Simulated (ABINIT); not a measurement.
# Quasiparticle gap of BP (F-43m) in ABINIT

Wanted: ground state, empty states, screening and self-energy for BP (F-43m).

Calculated with ABINIT 10.8.3; PBE and many-body steps on it, plane waves.

This is a report of a sequence of runs, with most program output left out.

## (1) Starting point

The structure is cubic, space group F-43m (No. 216). The conventional cell has a = 4.538 Å, b = 4.538 Å, c = 4.538 Å, α = 90.00°, β = 90.00°, γ = 90.00°. B has 4 P at 1.97 Å nearest. Nearest to P lie 4 B at 1.97 Å. Farther neighbours are not listed.

The cell and positions come from the Crystallography Open Database and are kept as given unless a step says otherwise.

## (2) Ground state

This step: ABINIT 10.8.3; DFT, PBE, plane waves, norm-conserving pseudopotentials.

The ground-state density comes first.

The input, run.abi:

```
acell 3*1.0 Angstrom
rprim 
  0.000000000000 2.269000000000 2.269000000000
  2.269000000000 0.000000000000 2.269000000000
  2.269000000000 2.269000000000 0.000000000000
ntypat 2
znucl 5 15
natom 2
typat 1 2
xred 
  0.000000000000 0.000000000000 0.000000000000
  0.250000000000 0.250000000000 0.250000000000
pp_dirpath "pseudos"
pseudos "B.upf, P.upf"
ecut 34
ngkpt 8 8 8
nshiftk 1
shiftk 0 0 0
kptopt 1
chksymbreak 0
nband 9
occopt 1
tolvrs 1e-10
nstep 60
prtwf 0
optforces 0
optstress 0
indata_prefix "in"
outdata_prefix "out"
tmpdata_prefix "tmp"
```

Run with:

```bash
$ OMP_NUM_THREADS=1 mpirun -n 8 abinit run.abi > log
```

It took 8.2 s on 8 MPI ranks of Intel Xeon Platinum 8259CL at 2.50GHz (Skylake/Cascade Lake), shared host; peak memory 0.55 GiB.

Numbers from this step:

| Quantity | Value |
| --- | --- |
| total energy | -269.3032 eV |
| gap | 1.280 eV |
| k of the valence top | 0, 0, 0 |
| k of the conduction bottom | 0.375, 0.375, 0 |
| least direct gap | 3.407 eV |

The gap is indirect, with the least direct gap 2.13 eV higher.

## (3) Bands along the symmetry lines

The cheap functional maps the bands first; the places of the edges decide which points the dearer methods must see.

The input, run.abi:

```
acell 3*1.0 Angstrom
rprim 
  0.000000000000 2.269000000000 2.269000000000
  2.269000000000 0.000000000000 2.269000000000
  2.269000000000 2.269000000000 0.000000000000
ntypat 2
znucl 5 15
natom 2
typat 1 2
xred 
  0.000000000000 0.000000000000 0.000000000000
  0.250000000000 0.250000000000 0.250000000000
pp_dirpath "pseudos"
pseudos "B.upf, P.upf"
ecut 34
iscf -2
irdden 1
kptopt 0
nkpt 50
kpt 
  0.00000000 0.00000000 0.00000000
  -0.06250000 -0.06250000 0.00000000
  -0.12500000 -0.12500000 0.00000000
  -0.18750000 -0.18750000 0.00000000
  -0.25000000 -0.25000000 0.00000000
  -0.31250000 -0.31250000 0.00000000
  -0.37500000 -0.37500000 0.00000000
  -0.43750000 -0.43750000 0.00000000
  -0.50000000 -0.50000000 0.00000000
  -0.48437500 -0.48437500 0.03125000
  -0.46875000 -0.46875000 0.06250000
  -0.45312500 -0.45312500 0.09375000
  -0.43750000 -0.43750000 0.12500000
  -0.42187500 -0.42187500 0.15625000
  -0.40625000 -0.40625000 0.18750000
  -0.39062500 -0.39062500 0.21875000
  -0.37500000 -0.37500000 0.25000000
  -0.37500000 0.00000000 0.37500000
  -0.32812500 0.00000000 0.32812500
  -0.28125000 0.00000000 0.28125000
  -0.23437500 0.00000000 0.23437500
  -0.18750000 0.00000000 0.18750000
  -0.14062500 0.00000000 0.14062500
  -0.09375000 0.00000000 0.09375000
  -0.04687500 0.00000000 0.04687500
  0.00000000 0.00000000 0.00000000
  0.00000000 0.00000000 0.06250000
  0.00000000 0.00000000 0.12500000
  0.00000000 0.00000000 0.18750000
  0.00000000 0.00000000 0.25000000
  0.00000000 0.00000000 0.31250000
  0.00000000 0.00000000 0.37500000
  0.00000000 0.00000000 0.43750000
  0.00000000 0.00000000 0.50000000
  -0.06250000 -0.03125000 0.46875000
  -0.12500000 -0.06250000 0.43750000
  -0.18750000 -0.09375000 0.40625000
  -0.25000000 -0.12500000 0.37500000
  -0.31250000 -0.15625000 0.34375000
  -0.37500000 -0.18750000 0.31250000
  -0.43750000 -0.21875000 0.28125000
  -0.50000000 -0.25000000 0.25000000
  -0.50000000 -0.28125000 0.21875000
  -0.50000000 -0.31250000 0.18750000
  -0.50000000 -0.34375000 0.15625000
  -0.50000000 -0.37500000 0.12500000
  -0.50000000 -0.40625000 0.09375000
  -0.50000000 -0.43750000 0.06250000
  -0.50000000 -0.46875000 0.03125000
  -0.50000000 -0.50000000 0.00000000
istwfk *1
nband 11
nbdbuf 2
tolwfr 1e-08
nstep 40
prtwf 0
prtvol 0
indata_prefix "in"
outdata_prefix "out"
tmpdata_prefix "tmp"
```

It took 6 s on 8 MPI ranks; peak memory 0.47 GiB; 46 s of CPU time.

Numbers from this step:

- gap: 1.260 eV
- k of the valence top: 0, 0, 0
- k of the conduction bottom: -0.4375, -0.4375, 0
- least direct gap: 3.407 eV

The gap is 1.260 eV, −0.020 eV from the run before at this level.

The electronic bands at the labelled points (eV, zero at the top of the highest filled band; v1 is the highest filled band, c1 the lowest empty one):

| point | v4 | v3 | v2 | v1 | c1 | c2 | c3 | c4 |
| --- | --- | --- | --- | --- | --- | --- | --- | --- |
| Γ | -15.46 | 0.00 | 0.00 | 0.00 | 3.41 | 3.41 | 3.41 | 7.36 |
| halfway | -13.98 | -3.69 | -2.73 | -2.73 | 1.82 | 4.96 | 7.71 | 7.71 |
| X | -10.61 | -8.58 | -4.11 | -4.11 | 1.35 | 1.67 | 12.07 | 12.07 |
| halfway | -10.55 | -8.46 | -5.05 | -3.96 | 1.65 | 3.01 | 11.32 | 11.62 |
| U | -10.61 | -8.16 | -6.22 | -3.50 | 2.16 | 6.00 | 9.71 | 10.59 |
| jump to K | -10.61 | -8.16 | -6.22 | -3.50 | 2.16 | 6.00 | 9.71 | 10.59 |
| halfway | -13.81 | -4.91 | -3.87 | -1.08 | 4.56 | 5.09 | 6.13 | 8.30 |
| Γ | -15.46 | 0.00 | 0.00 | 0.00 | 3.41 | 3.41 | 3.41 | 7.36 |
| halfway | -14.35 | -4.84 | -1.12 | -1.12 | 4.00 | 4.76 | 4.76 | 9.60 |
| L | -12.14 | -9.03 | -1.76 | -1.76 | 3.78 | 4.72 | 4.72 | 10.13 |
| halfway | -11.48 | -8.44 | -4.52 | -3.11 | 4.19 | 5.20 | 8.29 | 9.77 |
| W | -10.33 | -8.05 | -5.67 | -5.47 | 5.33 | 6.77 | 7.23 | 7.45 |
| halfway | -10.48 | -8.36 | -4.93 | -4.86 | 2.90 | 3.37 | 10.21 | 10.99 |
| X | -10.61 | -8.58 | -4.11 | -4.11 | 1.35 | 1.67 | 12.07 | 12.07 |

## (4) Empty states on the mesh, 4×4×4 mesh, 119 bands

The sums over transitions need many empty states on a uniform mesh; this step solves for them.

The input, run.abi:

```
acell 3*1.0 Angstrom
rprim 
  0.000000000000 2.269000000000 2.269000000000
  2.269000000000 0.000000000000 2.269000000000
  2.269000000000 2.269000000000 0.000000000000
ntypat 2
znucl 5 15
natom 2
typat 1 2
xred 
  0.000000000000 0.000000000000 0.000000000000
  0.250000000000 0.250000000000 0.250000000000
pp_dirpath "pseudos"
pseudos "B.upf, P.upf"
ecut 34
ngkpt 4 4 4
nshiftk 1
shiftk 0 0 0
kptopt 1
chksymbreak 0
irdden 1
istwfk *1
nband 119
prtvol 0
optdriver 6
gwr_task "HDIAGO"
paral_kgb 0
occopt 1
indata_prefix "in"
outdata_prefix "out"
tmpdata_prefix "tmp"
```

Wall time 7 s (8 MPI ranks); peak memory 0.78 GiB.

Numbers from this step:

```
gap                                                           : 1.347 eV
k of the valence top                                          : 0, 0, 0
k of the conduction bottom                                    : 0.5, 0.5, 0
least direct gap                                              : 3.407 eV
k points computed                                             : 8
lowest point of the top converged band, above the valence top : 134.7591 eV
```

On this mesh the gap is 1.347 eV. The earlier step found 1.280 eV, so this mesh misses an edge.

## (5) Screening, 4×4×4 mesh, 111 bands, screening to 217.7 eV

The RPA dielectric matrix is built and inverted for each q.

This step: RPA screening on PBE, plane waves, norm-conserving pseudopotentials.

Changes to run.abi since step 4:

```diff
@@ -20,10 +20,11 @@
 chksymbreak 0
-irdden 1
 istwfk *1
-nband 119
-prtvol 0
-optdriver 6
-gwr_task "HDIAGO"
-paral_kgb 0
 occopt 1
+irdwfk 1
+optdriver 3
+nband 111
+ecuteps 8
+inclvkb 2
+awtr 1
+symchi 1
 indata_prefix "in"
```

Wall time 20 s (8 MPI ranks); peak memory 0.86 GiB; 2.7 min of CPU time.

Numbers from this step:

```
ε∞ with local fields, on this mesh, along the program's q direction : 12.75
the same without local fields                                       : 13.91
plasma frequency                                                    : 21.73 eV
plane waves in the screening matrix                                 : 169
```

Local fields lower ε∞ by 8 %. On a Γ-centred mesh this coarse the value itself is usually too large, while a short band sum pulls it down.

## (6) Self-energy, 4×4×4 mesh, 111 bands, screening to 217.7 eV

The self-energy is evaluated for the states that the input lists, and the levels follow from it, in one-shot runs by the linearised quasiparticle equation.

This step: G0W0 on PBE, plane waves, norm-conserving pseudopotentials.

Changes to run.abi since step 5:

```diff
@@ -23,8 +23,17 @@
 irdwfk 1
-optdriver 3
+optdriver 4
 nband 111
+gwcalctyp 0
+ecutsigx 34
+symsigma 1
+nkptgw 2
+kptgw 
+  0.0000000000 0.0000000000 0.0000000000
+  0.5000000000 0.5000000000 0.0000000000
+bdgw 
+  2 7
+  3 6
 ecuteps 8
-inclvkb 2
-awtr 1
-symchi 1
+irdscr 1
+ppmodel 1
 indata_prefix "in"
```

Wall time 8.6 s (8 MPI ranks); peak memory 0.9 GiB; 67 s of CPU time.

This step gave:

```
G0W0 gap on the points computed              : 2.027 eV
starting gap on the mesh                     : 1.347 eV
k of the valence top                         : 0, 0, 0
k of the conduction bottom                   : 0.5, 0.5, 0
Z at the valence top                         : 0.792
Z at the conduction bottom                   : 0.805
least direct G0W0 gap on the computed points : 4.258 eV
```

The gap on the mesh goes from 1.35 eV to 2.03 eV, a correction of +0.68 eV. The start differs from the 1.28 eV found before because the two sample other k points.

Limits: finite bands, cutoff and mesh; coarse k mesh. v1 is the top filled band, c1 the lowest empty one. The levels before and after the correction (eV, zero at the valence-band top of each column):

|  | conduction bottom | valence top |
| --- | --- | --- |
| Kohn-Sham | 1.35 | 0.00 |
| G0W0 | 2.03 | 0.00 |

|  | level | energy (eV) |
| --- | --- | --- |
| Kohn-Sham | Γ v3-v1 | 0.000 |
| Kohn-Sham | Γ c1-c3 | 3.407 |
| Kohn-Sham | (0.5 0.5 0) v2-v1 | -4.114 |
| Kohn-Sham | (0.5 0.5 0) c1 | 1.347 |
| Kohn-Sham | (0.5 0.5 0) c2 | 1.667 |
| G0W0 | Γ v3-v1 | 0.000 |
| G0W0 | Γ c1-c3 | 4.258 |
| G0W0 | (0.5 0.5 0) v2-v1 | -4.288 |
| G0W0 | (0.5 0.5 0) c1 | 2.027 |
| G0W0 | (0.5 0.5 0) c2 | 2.399 |

## (7) Where the time went

Times are wall times on 8 MPI ranks of Intel Xeon Platinum 8259CL at 2.50GHz (Skylake/Cascade Lake), shared host, good to a factor of about two.

| step | time | share | memory (GiB) |
| --- | --- | --- | --- |
| ground state | 8.2 s | 16 % | 0.55 |
| bands along the symmetry lines | 6 s | 12 % | 0.47 |
| empty states on the mesh | 7 s | 14 % | 0.78 |
| screening | 20 s | 41 % | 0.86 |
| self-energy | 8.6 s | 17 % | 0.9 |

## (8) Results

| Item | Value |
| --- | --- |
| PBE gap | 1.26 eV, indirect |
| G0W0 gap on the mesh | 2.03 eV |
| G0W0 gap over the zone (rigid shift) | 1.94 eV |
| GW settings | 4×4×4 mesh, 111 bands, screening to 217.7 eV, Godby-Needs plasmon pole |
| known limits | not at the basis limit; coarse k mesh |

**Reading.** G0W0 moves the gap on the mesh from 1.35 eV to 2.03 eV (+0.68 eV), with Z of 0.79 and 0.81 at the edges. The mesh misses the band edges by 0.09 eV in all; a rigid shift gives 1.94 eV for the zone. Local fields lower the RPA ε∞ on this mesh from 13.91 to 12.75; a Γ-centred mesh this coarse tends to raise both, most where the direct gap is narrow, while a short band sum lowers them. Only 2 of the mesh's irreducible points were corrected, so a valley elsewhere could overtake. The dearest step here is «screening». Bands and cutoff are finite, so the gap is not at the basis limit. The miss can reach some tenths of an eV and take either sign; the mesh is an error of its own. In the G0W0 run levels were corrected at 2 k points alone, so a gap called «on the mesh» is the least over those, and an edge elsewhere would be missed. A denser mesh or path gives a starting gap of 1.26 eV: the GW mesh misses a band edge, so its gaps are not the fundamental one. The 4×4×4 mesh is coarse for this cell, which bears on the long-range parts of exchange and screening.

[Paths, hosts, dates, memory and timing lines, banners, echoed tables and standing remarks are left out of the program output.]

[Logs are printed without paths, hosts, clocks, repeated set-up lines and the standing remarks that a program may print on its own settings, such as how far it seeks lower states.]

[Runs of the session that timed out or met a known fault of the program may be left out.]

[Hosts, paths, dates, database ids (printed as entryN), source tags and the programs' standing remarks are cut or masked in the printed files.]

[G0W0 gaps are taken among the corrected bands and points alone; a level outside them can change the order at an edge.]

[Where Ansatz stands beside ABINIT at settings called matched, ABINIT's density can come from a denser mesh and the files from another edition; pairs whose starting gaps differed by over 0.03 eV were left out, so agreement reads better than it is.]
